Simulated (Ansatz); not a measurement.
# Band gap of SrHgGeSe4 (Ama2) from density functionals to GW, part 3 of 3

What gap does each level of theory give for SrHgGeSe4 (Ama2), and in what time?

Ansatz 0.2.0; density functionals, hybrids and G0W0, plane waves, PAW. Known limits of the many-body steps: finite bands, screening cutoff and k mesh; no spin-orbit coupling in G0W0; d shells not analysed; screening cutoff under 40 eV in some runs.

So far. Step 10 (G0W0@HSE06, 2×2×2 mesh, 407 empty bands, screening to …): Over all 6 irreducible mesh points the G0W0 gap is 2.293 eV, direct, at k = (0.000, -0.500, -0.500). The HSE06 gap of this run on the mesh is 1.920 eV. The two states that bound the G0W0 gap lie that far apart at the start, so the correction of the gap is 2.293 − 1.920 = +0.373 eV.

In doubt: masses and optical values from hybrid runs of this build are listed as unsure (step 10), which bears on the screening that GW takes from such a start.

### 12. The ladder

Each gap is the least one over the points named; times are wall times on shared hosts, not benchmarks. A G0W0 time includes the run's own self-consistent start. Runs with listed points see these and the mesh alone, so an edge that moves elsewhere is missed. Rows marked * are further runs, not shown as steps, whose inputs differ from the G0W0 step on the same start in the columns given; solver thresholds can differ too. Symmetry makes (0.000, 0.500, -0.500) and (0.000, -0.500, -0.500) one point.

| level | mesh | files, cutoff | bands summed, screening | points | gap (eV) | valence top | conduction bottom | least direct gap (eV) | time |
| --- | --- | --- | --- | --- | --- | --- | --- | --- | --- |
| LDA | 2×4×4 | soft_1 PAW, 420 eV | - | mesh and listed points | 0.971 | (0.000, 0.500, -0.500) | (0.000, 0.500, -0.500) | 0.971 | 18 s |
| PBE | 2×4×4 | soft_1 PAW, 420 eV | - | mesh and path | 1.100 | (0.000, 0.500, -0.500) | (0.000, 0.500, -0.500) | 1.100 | 18 s |
| PBE+SOC | 2×4×4 | soft_1 PAW, 420 eV | - | mesh and listed points | 1.070 | (0.000, 0.500, -0.500) | (0.000, 0.500, -0.500) | 1.070 | 15 s |
| r2SCAN | 2×4×4 | soft_1 PAW, 500 eV | - | mesh and listed points | 1.387 | (0.000, 0.500, -0.500) | (0.000, 0.500, -0.500) | 1.387 | 19 s |
| HSE06 | 2×4×4 | soft_1 PAW, 420 eV | - | mesh and listed points | 1.900 | (0.000, 0.500, -0.500) | (0.000, 0.500, -0.500) | 1.900 | 3.1 min |
| PBE0 | 2×4×4 | soft_1 PAW, 420 eV | - | mesh and listed points | 2.566 | (0.000, 0.500, -0.500) | (0.000, 0.500, -0.500) | 2.566 | 3.1 min |
| DDH-PBE0 | 2×4×4 | soft_1 PAW, 420 eV | - | mesh and listed points | 1.809 | (0.000, 0.500, -0.500) | (0.000, 0.500, -0.500) | 1.809 | 4.3 min |
| G0W0@PBE* | 2×2×2 | soft_1 PAW, 420 eV | 252, 30 eV | all 6 irreducible mesh points | 1.898 | (0.000, -0.500, -0.500) | (0.000, -0.500, -0.500) | 1.898 | 16 s |
| G0W0@PBE* | 2×2×2 | soft_1 PAW, 420 eV | 515, 60 eV | all 6 irreducible mesh points | 1.880 | (0.000, -0.500, -0.500) | (0.000, -0.500, -0.500) | 1.880 | 22 s |
| G0W0@PBE | 2×2×2 | soft_1 PAW, 420 eV | 985, 100 eV | all 6 irreducible mesh points | 1.915 | (0.000, -0.500, -0.500) | (0.000, -0.500, -0.500) | 1.915 | 34 s |
| G0W0@HSE06 | 2×2×2 | soft_1 PAW, 420 eV | 515, 60 eV | all 6 irreducible mesh points | 2.293 | (0.000, -0.500, -0.500) | (0.000, -0.500, -0.500) | 2.293 | 1.8 min |
| G0W0@r2SCAN | 2×2×2 | soft_1 PAW, 500 eV | 515, 60 eV | all 6 irreducible mesh points | 2.086 | (0.000, -0.500, -0.500) | (0.000, -0.500, -0.500) | 2.086 | 25 s |

### 13. Summary of results

```yaml
lda_over_mesh_and_listed_points: 0.971 eV
pbe_over_mesh_and_path: 1.100 eV
pbe_soc_over_mesh_and_listed_points: 1.070 eV
r2scan_over_mesh_and_listed_points: 1.387 eV
hse06_over_mesh_and_listed_points: 1.900 eV
pbe0_over_mesh_and_listed_points: 2.566 eV
ddh_pbe0_over_mesh_and_listed_points: 1.809 eV
g0w0_pbe_985_bands_2x2x2_over_all_6_irreducible_mesh_points: 1.915 eV
g0w0_hse06_over_all_6_irreducible_mesh_points: 2.293 eV
g0w0_r2scan_over_all_6_irreducible_mesh_points: 2.086 eV
known_limits: finite bands, screening cutoff and k mesh; no spin-orbit coupling in G0W0; d shells not analysed; screening cutoff under 40 eV in some runs
```

The rows run from 0.971 eV (LDA) to 2.566 eV (PBE0). They differ in mesh, plane-wave cutoff, bands and screening cutoff of G0W0 and the points over which the gap was sought as well as in level, so only pairs that share these are like for like. PBE against LDA: 1.100 − 0.971 = +0.129 eV, with the same mesh, files and cutoff, and both edges at the same k points. PBE+SOC against PBE: 1.070 − 1.100 = −0.030 eV, with the same mesh, set of files (read in its fully relativistic form for the spin-orbit run) and cutoff, and both edges at the same k points. The spin-orbit run sees mesh and listed points alone, so its gap is an upper bound: the coupling can move an edge off these points, the more so as this crystal has no centre of inversion, and the change over the zone, its sign included where it is small, is not known. HSE06 against PBE: 1.900 − 1.100 = +0.800 eV, with the same mesh, files and cutoff, and both edges at the same k points. PBE0 against HSE06: 2.566 − 1.900 = +0.666 eV, with the same mesh, files and cutoff, and both edges at the same k points. DDH-PBE0 against PBE0: 1.809 − 2.566 = −0.757 eV, with the same mesh, files and cutoff, and both edges at the same k points. G0W0@HSE06 against G0W0@PBE with 515 bands: 2.293 − 1.880 = +0.413 eV, with the same mesh, files and cutoffs, and both edges at the same k points. The dielectric-dependent hybrid took 0.125 of exact exchange, against 0.25 in PBE0. G0W0@PBE (985 bands, 2×2×2) moves the gap of its own start on the mesh by 1.915 − 1.121 = +0.794 eV, between the same two levels. Both edges that PBE shows over mesh and path lie at k points where levels were corrected. Levels at other points were not corrected, so a lower G0W0 gap elsewhere in the zone is not ruled out. G0W0@HSE06 moves the gap of its own start on the mesh by 2.293 − 1.920 = +0.373 eV, between the same two levels. Both edges that HSE06 shows over mesh and listed points lie at k points where levels were corrected. Levels at other points were not corrected, so a lower G0W0 gap elsewhere in the zone is not ruled out. G0W0@r2SCAN moves the gap of its own start on the mesh by 2.086 − 1.406 = +0.680 eV, between the same two levels. Both edges that r2SCAN shows over mesh and listed points lie at k points where levels were corrected. Levels at other points were not corrected, so a lower G0W0 gap elsewhere in the zone is not ruled out. What spin-orbit coupling does to the G0W0 levels was not computed, so no sum with the G0W0 gap is formed. For G0W0@PBE: from 252 bands and 30 eV to 985 bands and 100 eV the gap moves by 1.915 − 1.898 = +0.017 eV (rung by rung 1.898, 1.880, 1.915 eV); bands and screening cutoff rise together, so their parts are not told apart. The gap turns back along the series (1.898, 1.880, 1.915 eV), so no line is drawn and the limit is not known. The other G0W0 rows are shown at one basis each (515 bands), so their distance from the limit is not known here. The G0W0 runs are scalar-relativistic. One-shot GW is known to converge slowly in bands for compounds with shallow d shells. The cell holds Hg; the filling of the d shell and its place against the gap were not analysed here. No pair of G0W0 runs that differ in the mesh alone is shown (2×2×2 is a supercell whose nearest images lie 13 Å apart), so the error from the mesh is not known here. G0W0@PBE runs of this series with other atomic data on the same mesh, not shown as steps, give 1.885 eV (hard PAW, 820 eV, 515 bands, screening to 60 eV; the table's row with the same empty bands and screening cutoff has 1.880 eV); where bands and cutoffs differ too, the part of the files is not isolated. A screening cutoff under 40 eV is crude: G0W0@PBE with 252 bands at 30 eV.

[Paths, hosts, dates, memory and timing lines, banners, echoed tables and standing remarks are left out of the program output.]

[Logs are printed without paths, hosts, clocks, repeated set-up lines and the standing remarks that a program may print on its own settings, such as how far it seeks lower states.]

[Runs of the session that timed out or met a known fault of the program may be left out.]

[Cells called generated may have been cut or substituted from an entry of the Crystallography Open Database or the Materials Project.]

[Hosts, paths, dates, database ids (printed as entryN), source tags and the programs' standing remarks are cut or masked in the printed files.]

[Where an RPA ε∞ is given, it is that of the G0W0 mesh and is not shown converged in it. Names of k-points follow the symmetry that the program found, which can be lower than the space group named. Band edges on a path are those of the sampled points; other points can move an edge, and change direct to indirect where valleys lie close.]

[Hybrid gaps are those of their k-mesh and are not shown converged in it.]
